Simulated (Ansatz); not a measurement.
# Ce3Sn: which shell does photoemission see at 21.2 and 150 eV? (LDA)

The valence band of Ce3Sn mixes several shells. Work out by hand which one leads the spectrum's area at each photon energy.

Filled states come from the projected DOS of Ansatz 0.2.0 (LDA+U, plane waves); cross sections σ and asymmetry parameters β are those of free atoms in a Dirac–Hartree–Slater calculation. A shell's area is states × σ × angular factor, which is 1 − β·P₂(cos θ)/2 for unpolarised light, with θ = 54.7° from the beam and P₂ = 0.001.

**At 21.2 eV** (states counted from 11.2 eV below the zero; other shells add 1.8 to the products' sum of 28.5):

| shell | filled states a cell | cross section (Mb an electron) | β | angular factor | product | share by hand (%) | share in the simulated spectrum (%) |
| --- | --- | --- | --- | --- | --- | --- | --- |
| Ce 5p | 0.00 | 0 | 0.00 | 1.00 | 0 | 0 | 0 |
| Ce 5d | 7.28 | 3.59 | 0.74 | 1.00 | 26.1 | 92 | 92 |
| Ce 4f | 3.14 | 0.192 | 1.79 | 1.00 | 0.601 | 2 | 2 |
| Sn 4d | 0.01 | 0 | 0.00 | 1.00 | 0 | 0 | 0 |

**At 150 eV** (states counted from 22.1 eV below the zero; other shells add 0.058 to the products' sum of 3):

| shell | filled states a cell | cross section (Mb an electron) | β | angular factor | product | share by hand (%) | share in the simulated spectrum (%) |
| --- | --- | --- | --- | --- | --- | --- | --- |
| Ce 5p | 17.42 | 0.0339 | 0.26 | 1.00 | 0.59 | 20 | 20 |
| Ce 5d | 7.58 | 0.00889 | -0.54 | 1.00 | 0.0674 | 2 | 2 |
| Ce 4f | 3.15 | 0.614 | 0.52 | 1.00 | 1.93 | 64 | 64 |
| Sn 4d | 9.99 | 0.0356 | -0.77 | 1.00 | 0.356 | 12 | 12 |

Ce 5d leads at 21.2 eV and Ce 4f at 150 eV. Between the two energies σ of Ce 5d changes by a factor 0.0025 and that of Ce 4f by 3.2, so their ratio moves 1292-fold in favour of the second. The simulated spectrum uses the same rule on the energy-resolved DOS, so the two share columns agree within a few points.

Only crystals where the two columns agree within 4 points and the lead is clear are worked in this form. Free-atom cross sections ignore the solid's final states, no escape depth or background enters, and the count of states a shell hangs on the projection.
